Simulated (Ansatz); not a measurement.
# MgO (Fm-3m): the G0W0 gap against the k mesh

How dense a mesh does GW need for MgO (Fm-3m), and how does the time grow?

Calculated with Ansatz 0.2.0; G0W0 on PBE, plane waves, PAW; PAW set soft_1.

This is a report of a sequence of runs, with most program output left out.

### 1. The structure

It takes space group Fm-3m (No. 225, cubic). Conventional cell: a = 4.194 Å, b = 4.194 Å, c = 4.194 Å, α = 90.00°, β = 90.00°, γ = 90.00°. Nearest to Mg lie 6 O at 2.10 Å. O has 6 Mg at 2.10 Å nearest. Farther neighbours and most contacts between anions are not listed.

The cell and positions are those that the Materials Project relaxed with its own functionals (PBE, PBE+U or r2SCAN), kept fixed.

### 2. The 4×4×4 mesh

G0W0 replaces the xc potential by the self-energy, built once from these orbitals. Only a window of levels is corrected, while the sums run over the empty bands that the input names. This step takes PAW set soft_1 files.

input.yaml reads:

```yaml
crystal:
  lattice:
    - [0.0, 2.0970013927, 2.0970013927]
    - [2.0970013927, 0.0, 2.0970013927]
    - [2.0970013927, 2.0970013927, 0.0]
  atoms:
    - { symbol: Mg, position: [0.0, 0.0, 0.0] }
    - { symbol: O, position: [0.5, 0.5, 0.5] }
kpoints:
  mp_grid: { grid: [4, 4, 4] }
hamiltonian:
  xc: pbe
  pseudopotentials: { kind: paw, azcp: { folder: soft_1 } }
scf:
  occupations: { method: fixed }
gw:
  n_empty_bands: 41
  ecut_chi: 100
  qp_bands: [v2, c2]
  qp_kpoints: band_edges
  screening: { model: contour_deformation }
```

Started as:

```console
ansatz run input.yaml --threads 2 --pin off --max-ram 73728MiB --backend cuda --events-out ev --progress --plain --runs-dir out --devices 1 --max-vram 13GiB
```

The job ended after 3.7 s (1 × NVIDIA H100 80GB HBM3 (shared by 6 runs) with 2 threads of AMD EPYC 7R13 (Zen 3), shared host; peak memory 0.98 GiB; 3.4 s of CPU time).

This step gave:

```yaml
bands_summed: 49
rpa_eps_infinity_on_this_mesh_eigenvalues: 3.230, 3.230, 3.230
plane_waves_in_the_screening_matrix: 51
q_points_in_the_mesh: 64
g0w0_gap_on_the_mesh: 7.139 eV
k_of_the_valence_top: 0, 0, 0
k_of_the_conduction_bottom: 0, 0, 0
starting_gap_on_the_mesh: 4.865 eV
z_at_the_valence_top: 0.7915
z_at_the_conduction_bottom: 0.8434
least_direct_g0w0_gap_on_the_computed_points: 7.139 eV
```

The gap on the mesh goes from 4.87 eV to 7.14 eV, a correction of +2.27 eV. Between the two edge states, bare exchange in place of the xc potential would open the gap by 10.58 eV, and correlation takes back 8.31 eV.

### 3. The 6×6×6 mesh

A second mesh at equal bands and cutoff isolates the sampling error.

input.yaml: that of step 2 with these lines changed.

```diff
@@ -9,3 +9,3 @@
 kpoints:
-  mp_grid: { grid: [4, 4, 4] }
+  mp_grid: { grid: [6, 6, 6] }
 hamiltonian:
```

It took 6.5 s on 1 × NVIDIA H100 80GB HBM3 (shared by 6 runs) with 2 threads; peak memory 0.98 GiB.

Numbers from this step:

* bands summed: 49
* RPA ε∞ on this mesh (eigenvalues): 3.051, 3.051, 3.051
* plane waves in the screening matrix: 51
* q-points in the mesh: 216
* G0W0 gap on the mesh: 7.146 eV
* k of the valence top: 0, 0, 0
* k of the conduction bottom: 0, 0, 0
* starting gap on the mesh: 4.872 eV
* Z at the valence top: 0.7947
* Z at the conduction bottom: 0.8490
* least direct G0W0 gap on the computed points: 7.146 eV

Against the run with 4×4×4 mesh, 41 empty bands, screening to 100 eV, PAW set soft_1 files, the gap moves by +0.007 eV.

### 4. The 8×8×8 mesh

input.yaml: that of step 3 with these lines changed.

```diff
@@ -9,3 +9,3 @@
 kpoints:
-  mp_grid: { grid: [6, 6, 6] }
+  mp_grid: { grid: [8, 8, 8] }
 hamiltonian:
```

Elapsed: 9.1 s, on 1 × NVIDIA H100 80GB HBM3 (shared by 6 runs) with 2 threads; peak memory 1 GiB.

Numbers from this step:

```yaml
bands_summed: 49
rpa_eps_infinity_on_this_mesh_eigenvalues: 3.033, 3.033, 3.033
plane_waves_in_the_screening_matrix: 51
g0w0_gap_on_the_mesh: 7.134 eV
k_of_the_valence_top: 0, 0, 0
k_of_the_conduction_bottom: 0, 0, 0
starting_gap_on_the_mesh: 4.873 eV
least_direct_g0w0_gap_on_the_computed_points: 7.134 eV
```

Against the run with 6×6×6 mesh, 41 empty bands, screening to 100 eV, PAW set soft_1 files, the gap moves by −0.012 eV.

### 5. The 10×10×10 mesh

input.yaml: that of step 4 with these lines changed.

```diff
@@ -9,3 +9,3 @@
 kpoints:
-  mp_grid: { grid: [8, 8, 8] }
+  mp_grid: { grid: [10, 10, 10] }
 hamiltonian:
```

The job ended after 30 s (1 × NVIDIA H100 80GB HBM3 (shared by 6 runs) with 2 threads; peak memory 1 GiB; 38 s of CPU time).

This step gave:

| Property | Result |
| --- | --- |
| bands summed | 49 |
| RPA ε∞ on this mesh (eigenvalues) | 3.031, 3.031, 3.031 |
| plane waves in the screening matrix | 51 |
| G0W0 gap on the mesh | 7.127 eV |
| k of the valence top | 0, 0, 0 |
| k of the conduction bottom | 0, 0, 0 |
| starting gap on the mesh | 4.873 eV |
| least direct G0W0 gap on the computed points | 7.127 eV |

Against the run with 8×8×8 mesh, 41 empty bands, screening to 100 eV, PAW set soft_1 files, the gap moves by −0.007 eV.

### 6. The 12×12×12 mesh

input.yaml: that of step 5 with these lines changed.

```diff
@@ -9,3 +9,3 @@
 kpoints:
-  mp_grid: { grid: [10, 10, 10] }
+  mp_grid: { grid: [12, 12, 12] }
 hamiltonian:
```

Wall time 78 s (1 × NVIDIA H100 80GB HBM3 (shared by 6 runs) with 2 threads); peak memory 1.1 GiB; 1.9 min of CPU time.

Numbers from this step:

- bands summed: 49
- RPA ε∞ on this mesh (eigenvalues): 3.030, 3.030, 3.030
- plane waves in the screening matrix: 51
- G0W0 gap on the mesh: 7.125 eV
- k of the valence top: 0, 0, 0
- k of the conduction bottom: 0, 0, 0
- starting gap on the mesh: 4.873 eV
- least direct G0W0 gap on the computed points: 7.125 eV

Against the run with 10×10×10 mesh, 41 empty bands, screening to 100 eV, PAW set soft_1 files, the gap moves by −0.002 eV.

### 7. The meshes together

Times are wall times on 1 × NVIDIA H100 80GB HBM3 (shared by 6 runs) with 2 threads of AMD EPYC 7R13 (Zen 3), shared host, good to a factor of about two.

```
    mesh  points  irreducible  start (eV)  G0W0 (eV)  shift (eV)  RPA ε∞ (mean)   time
   4×4×4      64            8       4.865      7.139      +2.274           3.23  3.7 s
   6×6×6     216           16       4.872      7.146      +2.274           3.05  6.5 s
   8×8×8     512           29       4.873      7.134      +2.261           3.03  9.1 s
10×10×10    1000           47       4.873      7.127      +2.254           3.03   30 s
12×12×12    1728           72       4.873      7.125      +2.252           3.03   78 s
```

### 8. Outcome

| Property | Result |
| --- | --- |
| 4×4×4 | 7.139 eV (shift +2.274) |
| 6×6×6 | 7.146 eV (shift +2.274) |
| 8×8×8 | 7.134 eV (shift +2.261) |
| 10×10×10 | 7.127 eV (shift +2.254) |
| 12×12×12 | 7.125 eV (shift +2.252) |
| settings | PBE start, 41 empty bands, 100 eV |

In words: The shift is +2.27 eV on 4×4×4 and +2.25 eV on 12×12×12; the last step moves it by −0.002 eV. The RPA ε∞ (mean) ranges from 3.03 to 3.23 and ends at 3.03. From 64 to 1728 points the time grows 21-fold. Bands and cutoff are modest here, so the values stand off the basis limit.

[Paths, hosts, dates, memory and timing lines, banners, echoed tables and standing remarks are left out of the program output.]

[Logs are printed without paths, hosts, clocks, repeated set-up lines and the standing remarks that a program may print on its own settings, such as how far it seeks lower states.]

[Runs of the session that timed out or met a known fault of the program may be left out.]

[Cells called generated may have been cut or substituted from an entry of the Crystallography Open Database or the Materials Project.]

[Hosts, paths, dates, database ids (printed as entryN), source tags and the programs' standing remarks are cut or masked in the printed files.]
